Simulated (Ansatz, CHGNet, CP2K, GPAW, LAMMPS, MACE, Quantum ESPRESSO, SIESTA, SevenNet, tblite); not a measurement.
# Which run comes nearest? Liquid Al48Cu52 (at. %) at 1200 K (61 atoms)

Density of this cell: 4.84 g/cm³. The cell holds 61 atoms: 29 Al and 32 Cu. Cell: a = 9.888 Å, b = 9.888 Å, c = 9.888 Å, α = 90.0°, β = 90.0°, γ = 90.0°. 61 atoms (29 Al, 32 Cu) placed at random at 4.85 g/cm³, melted at 1800 K for 10 ps at fixed volume with the EAM Al-Cu potential (Cai and Ye, Phys. Rev. B 54, 8398 (1996)). Snapshot at the end of a hold of 10 ps at 1200 K and zero pressure.

Geometry: as built.

The reference, a calculation:

- method: Kohn-Sham DFT, PBE, PAW, plane waves (Ansatz 0.2.0); cutoff 420 eV, Γ point, fermi-dirac smearing of 0.05 eV; PAW set soft_2
- r.m.s. force component: 0.7344 eV/Å
- longest force: 3.176 eV/Å
- pressure: -3.372 GPa
- SCF cycles: 10
- time: 8.1 s on 8 threads of Arm Neoverse V2, shared host
- CPU time: 59 s

Runs, in no order:
A. MACE MPA-0 medium potential: machine-learned interatomic potential MACE MPA-0 medium, trained on PBE(+U) plane-wave data
B. SIESTA PBE, DZP, shift 0.01 Ry, mesh 700 Ry: Kohn-Sham DFT, PBE, PseudoDojo 0.4.1 norm-conserving pseudopotentials (converted to PSML), numerical atomic orbitals (DZP), diagonalisation
C. GPAW PBE, LCAO dzp, h 0.2 Å, other mixer settings: Kohn-Sham DFT, PBE, PAW, atomic orbitals (dzp)
D. CP2K PBE, DZVP-UZH, 800/50 Ry, diagonalisation: Kohn-Sham DFT, PBE, GTH-PBE pseudopotentials, Gaussian and plane waves, DZVP-MOLOPT (UZH set), diagonalisation
E. SIESTA PBE, DZ, shift 0.01 Ry, mesh 500 Ry: Kohn-Sham DFT, PBE, PseudoDojo 0.4.1 norm-conserving pseudopotentials (converted to PSML), numerical atomic orbitals (DZ), diagonalisation

In doubt: a PseudoDojo file used here is known to give poor structures and forces (SIESTA), which bears on pressures, cells, forces and phonons.

Q: Order them from the smallest to the largest r.m.s. force difference.

D, C, B, A, E.

| run | Δ force, r.m.s. (meV/Å) | share of r.m.s. force (%) | CPU time |
| --- | --- | --- | --- |
| D. CP2K PBE, DZVP-UZH, 800/50 Ry, diagonalisation | 28.6 | 3.90 | 15 min |
| C. GPAW PBE, LCAO dzp, h 0.2 Å, other mixer settings | 51.0 | 6.95 | 5.9 min |
| B. SIESTA PBE, DZP, shift 0.01 Ry, mesh 700 Ry | 78.8 | 10.7 | 22 min |
| A. MACE MPA-0 medium potential | 146 | 19.8 | 6.8 s |
| E. SIESTA PBE, DZ, shift 0.01 Ry, mesh 500 Ry | 264 | 35.9 | 5.8 min |

The electron count is odd in these runs, and they have no spin polarisation, so the unpaired electron is spread evenly over both spins. Machine-learned potentials mimic data converged in k, so the reference's own k-point error enters their differences. The network of bonds at the start is that of the classical potential that made the cell, and needn't be the one that DFT or experiment would give. The electron count is odd and the run has no spin polarisation, so levels at the top are partly filled by construction. The electronic-structure runs sample only Γ, in a cell whose shortest periodic width is 10 Å, which is coarse for a cell with partly filled levels.

[Hosts, paths, dates, database ids (printed as entryN), source tags and the programs' standing remarks are cut or masked in the printed files.]
